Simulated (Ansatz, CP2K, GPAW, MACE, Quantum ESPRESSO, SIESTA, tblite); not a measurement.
# Σ7 (111) twist boundary in a Pd-Ir solid solution (84 atoms) in SIESTA, part 2 of 2

Aim: run Σ7 (111) twist boundary in a Pd-Ir solid solution (84 atoms) in SIESTA and see how near its forces come to a plane-wave reference, and at what cost.

Program: SIESTA 5.4.2; the method stands at each step. Banners, paths, timers and routine set-up lines are dropped from the logs unmarked, and long logs keep their key lines alone; longer cuts are marked. The potentials were converted by us to PSML.

So far. Step 2 (PBE, DZP, shift 0.01 Ry, mesh 300 Ry): Forces lie 20 % from the reference's, at 3.8 times its CPU time (on 4 against 8 cores). Step 3 (PBE, SZ, shift 0.01 Ry, mesh 300 Ry): Against the first run (20 %), the force difference from the reference is 65 %, at 0.23 times the CPU time (on 1 against 4 cores), with 840 basis functions against 1596: the smaller basis costs accuracy.

In doubt: a PseudoDojo file used here is known to give poor structures and forces (steps 2, 3, 4, 5, 6), which bears on pressures, cells, forces and phonons.

### 4. PBE, DZ, shift 0.01 Ry, mesh 300 Ry

Method: Kohn-Sham DFT, PBE, PseudoDojo 0.4.1 norm-conserving pseudopotentials (converted to PSML), numerical atomic orbitals (DZ), diagonalisation.

The input, input.fdf:

```
SystemLabel cell
NumberOfAtoms 84
NumberOfSpecies 2
%block ChemicalSpeciesLabel
  1 46 Pd
  2 77 Ir
%endblock ChemicalSpeciesLabel
LatticeConstant 1.0 Ang
%block LatticeVectors
  7.23169 0.00000 0.00000
  -3.61584 6.26283 0.00000
  0.00000 0.00000 27.38097
%endblock LatticeVectors
PAO.BasisSize DZ
PAO.EnergyShift 0.01 Ry
XC.Functional GGA
XC.Authors PBE
MeshCutoff 300 Ry
%block kgrid_Monkhorst_Pack
  1 0 0 0.0
  0 1 0 0.0
  0 0 1 0.0
%endblock kgrid_Monkhorst_Pack
SolutionMethod diagon
OccupationFunction FD
ElectronicTemperature 580 K
SCF.Mixer.Method Pulay
SCF.Mixer.Weight 0.05
SCF.Mixer.History 8
SCF.Mix Hamiltonian
MaxSCFIterations 300
SCF.DM.Tolerance 1e-04
SCF.H.Tolerance 1.0e-3 eV
WriteForces T
Write.HirshfeldPop T
Write.VoronoiPop T
Write.DM F
Write.H F
XML.Write F
AtomicCoordinatesFormat Fractional
%block AtomicCoordinatesAndAtomicSpecies
[... 84 atom lines left out: the same atoms as in the first run ...]
%endblock AtomicCoordinatesAndAtomicSpecies
```

On the command line:

```
$ OMP_NUM_THREADS=1 mpirun -np 2 siesta < input.fdf > output.txt
```

What it wrote:

```text
Version         : 5.4.2
reinit: System Name:
reinit: System Label: cell
initatom: Reading input for the pseudopotentials and atomic orbitals ----------
Species number:   1 Atomic number:   46 Label: Pd
Species number:   2 Atomic number:   77 Label: Ir
Ground state valence configuration (from tables):   5s01  5p00  4d09  4f00
Ground state valence configuration (from tables):   6s02  6p00  5d07  5f00
---- Processing specs for species: Pd
GGA--PBE XC_GGA_X_PBE--XC_GGA_C_PBE pb
Semicore shell(s) with  8 electrons included in the valence for Pd
[... lines left out ...]
stepf: Fermi-Dirac step function
        iscf     Eharris(eV)        E_KS(eV)     FreeEng(eV)     dDmax    Ef(eV) dHmax(eV)
[... lines left out ...]
SCF Convergence by DM+H criterion
[... lines left out ...]
SCF cycle converged after 46 iterations
[... lines left out ...]
   Max    2.854019
[... lines left out ...]
   Max    2.854019    constrained
Stress tensor Voigt[x,y,z,yz,xz,xy] (kbar):      112.77      114.16       24.55       -4.57        2.40       -0.48
[... lines left out ...]
siesta: FreeEng =   -287394.638049
[... lines left out ...]
siesta:  Ion-electron = -197740.051886
siesta:       Ion-ion = -179464.233200
siesta:         Total = -287393.651732
siesta:         Fermi =      -3.093970
siesta: Stress tensor (static) (eV/Ang**3):
siesta:     0.070386   -0.000299    0.001499
siesta:    -0.000299    0.071254   -0.002853
siesta:     0.001499   -0.002853    0.015320
siesta: Cell volume =       1240.107270 Ang**3
siesta: Pressure (static):
siesta:                Solid            Molecule  Units
siesta:          -0.00056984         -0.00087274  Ry/Bohr**3
siesta:          -0.05232016         -0.08013145  eV/Ang**3
siesta:         -83.82613149       -128.38473809  kBar
    Orbital volume contribution        =          41.808250 eV
    (Free)E + p_basis*V_orbitals       =     -287352.829799 eV
    (Free)Eharris+ p_basis*V_orbitals  =     -287352.829802 eV
Hirshfeld Atomic Populations:
Atom #   charge [q] valence [e]  Species
     1    -0.201571   18.201571  Pd
     2     0.194595   16.805405  Ir
     3    -0.194590   18.194590  Pd
     4    -0.179789   18.179789  Pd
[...]
6     0.213691   16.786309  Ir
     7     0.189586   16.810414  Ir
[...]
--------------------
 Total     0.000031
Voronoi Atomic Populations:
Atom #   charge [q] valence [e]  Species
[...]
81    -0.157491   18.157491  Pd
    82     0.216177   16.783823  Ir
    83    -0.275693   18.275693  Pd
    84     0.182360   16.817640  Ir
--------------------
 Total     0.000030
```

Wall time 3.5 min (2 MPI ranks of Arm Neoverse V1, shared host); peak memory 1.1 GiB.

Numbers from this run, and their distance from the reference:

| Property | Result |
| --- | --- |
| r.m.s. force component | 0.8662 eV/Å |
| r.m.s. difference of force components | 259.9 meV/Å |
| longest difference of force vectors | 883.6 meV/Å |
| force difference over r.m.s. force | 39.53 % |
| slope of forces against the reference's | 1.29 |
| correlation of force components | 0.979 |
| pressure | -8.383 GPa |
| pressure difference | -12.39 GPa |

This is a coarse setting, run to see what it loses.

Against the first run (20 %), the force difference from the reference is 40 %, at 0.49 times the CPU time (on 2 against 4 cores), with 1344 basis functions against 1596: the smaller basis costs accuracy.

### 5. RPBE, PBE potentials, DZP, shift 0.01 Ry, mesh 300 Ry

Method: Kohn-Sham DFT, RPBE, PseudoDojo 0.4.1 norm-conserving pseudopotentials (converted to PSML), numerical atomic orbitals (DZP), diagonalisation.

Edit input.fdf of step 4 so:

```diff
@@ -13,6 +13,6 @@
 %endblock LatticeVectors
-PAO.BasisSize DZ
+PAO.BasisSize DZP
 PAO.EnergyShift 0.01 Ry
 XC.Functional GGA
-XC.Authors PBE
+XC.Authors RPBE
 MeshCutoff 300 Ry
```

On the command line:

```
$ OMP_NUM_THREADS=1 mpirun -np 4 siesta < input.fdf > output.txt
```

What it wrote:

```text
Version         : 5.4.2
reinit: System Name:
reinit: System Label: cell
initatom: Reading input for the pseudopotentials and atomic orbitals ----------
Species number:   1 Atomic number:   46 Label: Pd
Species number:   2 Atomic number:   77 Label: Ir
Ground state valence configuration (from tables):   5s01  5p00  4d09  4f00
Ground state valence configuration (from tables):   6s02  6p00  5d07  5f00
---- Processing specs for species: Pd
GGA--PBE XC_GGA_X_PBE--XC_GGA_C_PBE pb
Semicore shell(s) with  8 electrons included in the valence for Pd
---- Processing specs for species: Ir
GGA--PBE XC_GGA_X_PBE--XC_GGA_C_PBE pb
Semicore shell(s) with  8 electrons included in the valence for Ir
Semicore shell(s): 4s 4p
Fallback to non-perturbative polarization scheme for Pd
[... lines left out ...]
Total number of electrons:  1472.000000
[... lines left out ...]
stepf: Fermi-Dirac step function
        iscf     Eharris(eV)        E_KS(eV)     FreeEng(eV)     dDmax    Ef(eV) dHmax(eV)
[... lines left out ...]
SCF Convergence by DM+H criterion
[... lines left out ...]
SCF cycle converged after 46 iterations
[... lines left out ...]
   Max    2.534894
[... lines left out ...]
   Max    2.534894    constrained
Stress tensor Voigt[x,y,z,yz,xz,xy] (kbar):      -55.67      -55.95     -123.34       -5.04        2.40       -2.09
[... lines left out ...]
siesta: Enl     =      7894.999924
siesta: DEna    =      2347.074768
siesta: DUscf   =        73.207756
siesta: Ex      =    -46229.236377
siesta: Ec      =     -2925.586011
siesta: Exc     =    -49154.822388
siesta: Eharris =   -287509.067697
siesta: Etot    =   -287509.067686
siesta: FreeEng =   -287510.064259
siesta: Final energy (eV):
siesta:  Band Struct. =  -47703.731002
siesta:       Kinetic =   89321.307225
siesta:       Hartree =   49058.465139
siesta:         Exch. =  -46229.236377
siesta:         Corr. =   -2925.586011
siesta:   Exch.-corr. =  -49154.822388
siesta:  Ion-electron = -197264.768772
siesta:       Ion-ion = -179469.248890
siesta:         Total = -287509.067686
siesta:         Fermi =      -3.303977
siesta: Stress tensor (static) (eV/Ang**3):
siesta:    -0.034744   -0.001305    0.001501
siesta:    -0.001305   -0.034923   -0.003145
siesta:     0.001501   -0.003145   -0.076982
siesta: Cell volume =       1240.107270 Ang**3
siesta: Pressure (static):
siesta:                Solid            Molecule  Units
siesta:           0.00053240          0.00021779  Ry/Bohr**3
siesta:           0.04888306          0.01999648  eV/Ang**3
siesta:          78.31929281         32.03788724  kBar
    Orbital volume contribution        =          64.759246 eV
    (Free)E + p_basis*V_orbitals       =     -287445.305013 eV
    (Free)Eharris+ p_basis*V_orbitals  =     -287445.305023 eV
Hirshfeld Atomic Populations:
Atom #   charge [q] valence [e]  Species
     1    -0.211455   18.211455  Pd
     2     0.200002   16.799998  Ir
     3    -0.203644   18.203644  Pd
     4    -0.182489   18.182489  Pd
[...]
6     0.221031   16.778969  Ir
     7     0.194077   16.805923  Ir
[...]
--------------------
 Total     0.000001
Voronoi Atomic Populations:
Atom #   charge [q] valence [e]  Species
[...]
81    -0.164549   18.164549  Pd
    82     0.233193   16.766807  Ir
    83    -0.301728   18.301728  Pd
    84     0.191593   16.808407  Ir
--------------------
 Total    -0.000001
```

Wall time 3.6 min (4 MPI ranks); peak memory 1.9 GiB; 14 min of CPU time.

Against the reference:

```yaml
r_m_s_force_component: 0.7384 eV/Å
r_m_s_difference_of_force_components: 140.5 meV/Å
longest_difference_of_force_vectors: 601.9 meV/Å
force_difference_over_r_m_s_force: 21.38 %
slope_of_forces_against_the_reference_s: 1.108
correlation_of_force_components: 0.9864
pressure: 7.832 GPa
pressure_difference: 3.822 GPa
```

Against the first run (20 %), the force difference from the reference is 21 %, at 1.0 times the CPU time; the model has changed, so this is no error of the program alone.

### 6. PBE, DZP, shift 0.01 Ry, mesh 100 Ry

Method: Kohn-Sham DFT, PBE, PseudoDojo 0.4.1 norm-conserving pseudopotentials (converted to PSML), numerical atomic orbitals (DZP), diagonalisation.

Edit input.fdf of step 5 so:

```diff
@@ -16,4 +16,4 @@
 XC.Functional GGA
-XC.Authors RPBE
-MeshCutoff 300 Ry
+XC.Authors PBE
+MeshCutoff 100 Ry
 %block kgrid_Monkhorst_Pack
```

What it wrote:

```text
Version         : 5.4.2
reinit: System Name:
reinit: System Label: cell
initatom: Reading input for the pseudopotentials and atomic orbitals ----------
Species number:   1 Atomic number:   46 Label: Pd
Species number:   2 Atomic number:   77 Label: Ir
Ground state valence configuration (from tables):   5s01  5p00  4d09  4f00
Ground state valence configuration (from tables):   6s02  6p00  5d07  5f00
---- Processing specs for species: Pd
GGA--PBE XC_GGA_X_PBE--XC_GGA_C_PBE pb
Semicore shell(s) with  8 electrons included in the valence for Pd
---- Processing specs for species: Ir
GGA--PBE XC_GGA_X_PBE--XC_GGA_C_PBE pb
Semicore shell(s) with  8 electrons included in the valence for Ir
Semicore shell(s): 4s 4p
Fallback to non-perturbative polarization scheme for Pd
[... lines left out ...]
Total number of electrons:  1472.000000
[... lines left out ...]
stepf: Fermi-Dirac step function
        iscf     Eharris(eV)        E_KS(eV)     FreeEng(eV)     dDmax    Ef(eV) dHmax(eV)
[... lines left out ...]
SCF Convergence by DM+H criterion
[... lines left out ...]
SCF cycle converged after 48 iterations
[... lines left out ...]
   Max    2.479903
[... lines left out ...]
   Max    2.479903    constrained
Stress tensor Voigt[x,y,z,yz,xz,xy] (kbar):      -27.59      -19.43      -82.68       -5.06        2.41        5.86
[... lines left out ...]
siesta: Enl     =      7903.725523
siesta: DEna    =      2254.118029
siesta: DUscf   =        70.222736
siesta: Ex      =    -46154.544501
siesta: Ec      =     -2927.706880
siesta: Exc     =    -49082.251381
siesta: Eharris =   -287456.653124
siesta: Etot    =   -287456.653144
siesta: FreeEng =   -287457.658078
siesta: Final energy (eV):
siesta:  Band Struct. =  -47825.705041
siesta:       Kinetic =   89205.155395
siesta:       Hartree =   48942.272427
siesta:         Exch. =  -46154.544501
siesta:         Corr. =   -2927.706880
siesta:   Exch.-corr. =  -49082.251381
siesta:  Ion-electron = -197057.349360
siesta:       Ion-ion = -179464.480226
siesta:         Total = -287456.653144
siesta:         Fermi =      -3.388767
siesta: Stress tensor (static) (eV/Ang**3):
siesta:    -0.017219    0.003658    0.001503
siesta:     0.003659   -0.012125   -0.003160
siesta:     0.001503   -0.003160   -0.051607
siesta: Cell volume =       1240.107270 Ang**3
siesta: Pressure (static):
siesta:                Solid            Molecule  Units
siesta:           0.00029389          0.00000332  Ry/Bohr**3
siesta:           0.02698377          0.00030523  eV/Ang**3
siesta:          43.23276584          0.48903933  kBar
    Orbital volume contribution        =          62.780150 eV
    (Free)E + p_basis*V_orbitals       =     -287394.877928 eV
    (Free)Eharris+ p_basis*V_orbitals  =     -287394.877908 eV
Hirshfeld Atomic Populations:
Atom #   charge [q] valence [e]  Species
     1    -0.212680   18.212680  Pd
     2     0.201037   16.798963  Ir
     3    -0.204945   18.204945  Pd
     4    -0.183596   18.183596  Pd
[...]
6     0.223129   16.776871  Ir
     7     0.195694   16.804306  Ir
[...]
--------------------
 Total    -0.000164
Voronoi Atomic Populations:
Atom #   charge [q] valence [e]  Species
[...]
81    -0.164755   18.164755  Pd
    82     0.232723   16.767277  Ir
    83    -0.301355   18.301355  Pd
    84     0.191659   16.808341  Ir
--------------------
 Total    -0.000124
```

Elapsed: 1.7 min, on 4 MPI ranks; peak memory 1.2 GiB; 6.7 min of CPU time.

Against the reference:

* r.m.s. force component: 0.728 eV/Å
* r.m.s. difference of force components: 137.2 meV/Å
* longest difference of force vectors: 552.9 meV/Å
* force difference over r.m.s. force: 20.87 %
* slope of forces against the reference's: 1.091
* correlation of force components: 0.9855
* pressure: 4.323 GPa
* pressure difference: 0.3134 GPa
* energy less the same-level run's: -45.94 meV/atom
* r.m.s. force difference from the same-level run: 41.99 meV/Å

This is a coarse setting, run to see what it loses.

Against the first run (20 %), the force difference from the reference is 21 %, at 0.48 times the CPU time.

The forces add up to 0.75 eV/Å instead of zero, usually a sign of too coarse a grid.

### 7. The ladder

Differences are against the plane-wave reference, forces as r.m.s. over components; share is that over the reference's r.m.s. force, slope the least-squares factor from reference forces to these. Total energies of different programs have different zeros and aren't compared.

| run | Δ force, r.m.s. (meV/Å) | share (%) | slope | Δ pressure (GPa) | cores | CPU time | memory (GiB) |
| --- | --- | --- | --- | --- | --- | --- | --- |
| reference | - | - | - | - | 8 | 3.7 min | 2.8 |
| SIESTA PBE, DZP, shift 0.01 Ry, mesh 300 Ry | 134 | 20.4 | 1.086 | -0.575 | 4 | 14 min | 1.8 |
| SIESTA PBE, SZ, shift 0.01 Ry, mesh 300 Ry (coarse) | 426 | 64.8 | 1.221 | -0.755 | 1 | 3.3 min | 0.68 |
| SIESTA PBE, DZ, shift 0.01 Ry, mesh 300 Ry (coarse) | 260 | 39.5 | 1.290 | -12.4 | 2 | 6.9 min | 1.1 |
| SIESTA RPBE, PBE potentials, DZP, shift 0.01 Ry, mesh 300 Ry | 141 | 21.4 | 1.108 | 3.82 | 4 | 14 min | 1.9 |
| SIESTA PBE, DZP, shift 0.01 Ry, mesh 100 Ry (coarse) | 137 | 20.9 | 1.091 | 0.313 | 4 | 6.7 min | 1.2 |

Rows marked coarse were listed beforehand as settings not expected to be converged; some can still land near the reference.

CPU time is summed over cores on a shared host, where runs went side by side, so it is rough. Symmetry, cutoffs, thresholds, outputs and thread counts weren't matched or tuned between programs; memory under MPI is the largest rank's times the ranks.

Within one program, basis, potentials and functional, energies share a zero. Each run against its twin at the usual cutoff or grid and solver:

| run | twin | Δ energy (meV/atom) | Δ force, r.m.s. (meV/Å) | CPU time over the twin's |
| --- | --- | --- | --- | --- |
| SIESTA PBE, DZP, shift 0.01 Ry, mesh 100 Ry | DZP, shift 0.01 Ry, mesh 300 Ry | -45.9 | 42.0 | 0.47 |

### 8. Summary of results

```
nearest in forces : SIESTA PBE, DZP, shift 0.01 Ry, mesh 300 Ry, 20 %
its CPU time      : 14 min
```

In words: The PBE run in local orbitals, coarse settings apart, differs by 20 % (SIESTA PBE, DZP, shift 0.01 Ry, mesh 300 Ry); basis, grid and potentials can all enter. Rows with another functional or a dispersion term differ by 21 % (SIESTA RPBE, PBE potentials, DZP, shift 0.01 Ry, mesh 300 Ry), which mixes the change of model with differences of basis and potentials, some of them made for another functional. Runs with settings chosen to be coarse differ by 21 % (SIESTA PBE, DZP, shift 0.01 Ry, mesh 100 Ry) to 65 % (SIESTA PBE, SZ, shift 0.01 Ry, mesh 300 Ry), their programs' other errors included. None of the electronic-structure runs in the table takes under half the reference's CPU time of 3.7 min; they take 0.88 to 3.9 times as much. SIESTA PBE, DZ, shift 0.01 Ry, mesh 300 Ry stiffens the forces by a factor of 1.29 while following their directions (correlation 0.979). In pressure, SIESTA PBE, DZ, shift 0.01 Ry, mesh 300 Ry misses by -12.4 GPa, at the same functional. A potential file of the SIESTA runs is in doubt, which bears on their forces and pressure. The reference's stress is far from hydrostatic: its diagonal is 0.5, 0.5, 11.1 GPa, compression counted positive. The host structure and its lattice constant were typed by rule, without a check against the phase diagram. The reference's pressure of 4.0 GPa belongs to a cell and atoms that aren't relaxed at this level. The electronic-structure runs sample only Γ, in a cell whose shortest periodic width is 6 Å, which is coarse for a cell with partly filled levels. Spin–orbit coupling is left out, which matters for the levels of the heavy elements.

[Also dropped from logs without a mark: logging warnings of Python, and SIESTA's first energy breakdown and zero terms.]

[Logs are printed without paths, hosts, clocks, repeated set-up lines and the standing remarks that a program may print on its own settings, such as how far it seeks lower states.]

[Hosts, paths, dates, database ids (printed as entryN), source tags and the programs' standing remarks are cut or masked in the printed files.]
